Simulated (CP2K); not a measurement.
Consider isocyanic acid at its PBE geometry (Å).

```xyz
4

N    -0.7136    0.3199    0.0103
C     0.4589    0.0183   -0.1732
O     1.5958   -0.1398   -0.4533
H    -1.3411   -0.1984    0.6162
```

Method: CP2K XAS_TDP, all-electron GAPW, PBEh(45%), aug-cc-pVTZ, TDA, GW2X-corrected core level, no relativity.

Q: Where do the C K-edge lines lie, and how strong are they?

Leading lines: C2 289.66 eV. The leading line of an atom is its first one with 35 % of the strongest within 2.5 eV of its lowest line over the strength cut. Core ionisation energies at this level: C2 296.14 eV.

The first six lines of each atom with a strength over 0.0015:

| atom | energy (eV) | states | strength, one atom | above the computed threshold |
| --- | --- | --- | --- | --- |
| C2 (bonded to N and O) | 289.66 | 1 | 0.0775 |  |
|  | 290.99 | 1 | 0.0798 |  |
|  | 299.13 | 1 | 0.0022 | yes |
|  | 299.91 | 1 | 0.0051 | yes |
|  | 300.60 | 1 | 0.0035 | yes |
|  | 301.12 | 1 | 0.0027 | yes |

Lines are vertical, at one geometry, with no vibrational structure. GW2X ionisation energies and lines can be off by 1 to 2 eV either way, and a good line position may hide errors that cancel. These values hold no scalar relativity, about 0.1 eV for C 1s. Rydberg lines, and the discretised continuum above threshold, depend on the basis and the box.

[Banner, clock and machine lines of the logs are left out without a mark of their own.]

[Logs are printed without paths, hosts, clocks, repeated set-up lines and the standing remarks that a program may print on its own settings, such as how far it seeks lower states.]

[Hosts, paths, dates, database ids (printed as entryN), source tags and the programs' standing remarks are cut or masked in the printed files.]
